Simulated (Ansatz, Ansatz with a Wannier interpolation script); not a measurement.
Rows from a G0W0 calculation on KRb2RhF6 (Fm-3m) (Ansatz 0.2.0; G0W0 on LDA, plane waves, PAW; 4×4×4 mesh, 729 empty bands, screening to 150 eV), in eV. Spin-orbit coupling is left out.

| row | Σx | Σc | Vxc | Z |
| --- | --- | --- | --- | --- |
| A | -20.29 | -4.38 | -26.92 | 0.79 |
| B | -32.94 | 4.77 | -26.83 | 0.77 |
| C | -21.14 | -4.38 | -27.84 | 0.78 |
| D | -6.77 | -3.32 | -11.70 | 0.86 |
| E | -32.01 | 4.64 | -26.05 | 0.77 |
| F | -7.27 | -3.37 | -12.43 | 0.85 |

Which rows are filled states and which are empty ones, and how can one tell?

Filled: B and E. Empty: A, C, D and F. The sign of Σc tells: for a filled state bare exchange, which holds its interaction with itself, lies below Vxc (Σx − Vxc is -6.0 eV or lower here) and screening gives part back as a positive Σc. For an empty state Σx lies above Vxc (+4.9 eV or more) and the Coulomb hole leaves Σc negative.

[Runs of the session that timed out or met a known fault of the program may be left out.]

[Hosts, paths, dates, database ids (printed as entryN), source tags and the programs' standing remarks are cut or masked in the printed files.]
